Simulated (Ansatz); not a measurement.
## RbSe4F (built on the sites of a database entry of RbClO4): relaxing the cell for a phonon run: bringing the structure to rest

Ansatz 0.2.0; DFT LDA, scalar-relativistic, plane waves, norm-conserving pseudopotentials.

The structure was built from a prototype and need not be the compound's stable phase.

The structure is cubic, space group F-43m (No. 216). Conventional cell: a = 8.939 Å, b = 8.939 Å, c = 8.939 Å, α = 90.00°, β = 90.00°, γ = 90.00°. Rb has 12 Se at 3.67 Å nearest. Nearest to F lie 4 Se at 2.21 Å. Se has 1 F at 2.21 Å and 3 Se at 2.70 Å and 3 Rb at 3.67 Å nearest. Farther neighbours and most contacts between anions are not listed.

Relaxation path:

```csv
step,energy less that of the first step (eV),largest force component (eV/Å),pressure (GPa),volume (Å³)
1,0.0000,0.0007,0.22,178.57
2,-0.0006,0.0174,0.02,179.47
3,-0.0007,0.0059,0.00,179.77
4,-0.0007,0.0000,0.00,179.72
5*,-0.0008,0.0000,0.00,179.72
```

Relaxation steps marked * repeat the geometry before them on a plane-wave basis chosen anew for their cell, so energy and pressure can jump there.

The run keeps the 24 symmetry operations that it works with, so distortions that break them were not tested.

```csv
"conventional cell, symmetrised",before,after,change
a (Å),8.939,8.958,+0.2 %
b (Å),8.939,8.958,+0.2 %
c (Å),8.939,8.958,+0.2 %
volume (Å³/atom),29.76,29.95,+0.6 %
```

Final coordinates:

```cif
data_structure
_symmetry_space_group_name_H-M 'P 1'
_symmetry_Int_Tables_number 1
_cell_length_a 6.3344
_cell_length_b 6.3344
_cell_length_c 6.3344
_cell_angle_alpha 60.000
_cell_angle_beta 60.000
_cell_angle_gamma 60.000
_cell_volume 179.72
loop_
_atom_site_label
_atom_site_type_symbol
_atom_site_fract_x
_atom_site_fract_y
_atom_site_fract_z
_atom_site_occupancy
Rb1 Rb 0.50000 0.50000 0.50000 1
F2 F 0.00000 0.00000 0.00000 1
Se3 Se 0.14313 0.14313 0.14313 1
Se4 Se 0.57060 0.14313 0.14313 1
Se5 Se 0.14313 0.14313 0.57060 1
Se6 Se 0.14313 0.57060 0.14313 1
```

Numbers from this step:

```
pressure        : 0.001281 GPa
volume per atom : 29.95 Å³
```

Q: Write an input that reproduces this.

The system, level and task follow from the heading and the kind of results. Meshes, cutoffs and thresholds can't be read from the results; these are the ones that the run used.

Contents of input.yaml:

```yaml
crystal:
  lattice:
    - [0.0, 4.469489598, 4.469489598]
    - [4.469489598, 0.0, 4.469489598]
    - [4.469489598, 4.469489598, 0.0]
  atoms:
    - { symbol: Rb, position: [0.5, 0.5, 0.5] }
    - { symbol: F, position: [0.0, 0.0, 0.0] }
    - { symbol: Se, position: [0.1430388046, 0.1430388046, 0.1430388046] }
    - { symbol: Se, position: [0.5708835863, 0.1430388046, 0.1430388046] }
    - { symbol: Se, position: [0.1430388046, 0.1430388046, 0.5708835863] }
    - { symbol: Se, position: [0.1430388046, 0.5708835863, 0.1430388046] }
kpoints:
  mp_grid: { grid: [8, 8, 8] }
hamiltonian:
  xc: lda
  pseudopotentials: { kind: nc }
scf:
  occupations: { method: gaussian, width: 0.1 }
output:
  forces: true
  stress: true
  eigenvalues: true
relax:
  adjacent_minimum: "off"
  f_tol: 0.005
  max_steps: 80
  cell: { stress_tol: 0.05 }
```

Started as:

```console
$ ansatz run input.yaml --threads 4 --pin off --max-ram 14336MiB --backend cpu --events-out ev --progress --plain --runs-dir out
```

[Logs are printed without paths, hosts, clocks, repeated set-up lines and the standing remarks that a program may print on its own settings, such as how far it seeks lower states.]

[Hosts, paths, dates, database ids (printed as entryN), source tags and the programs' standing remarks are cut or masked in the printed files.]
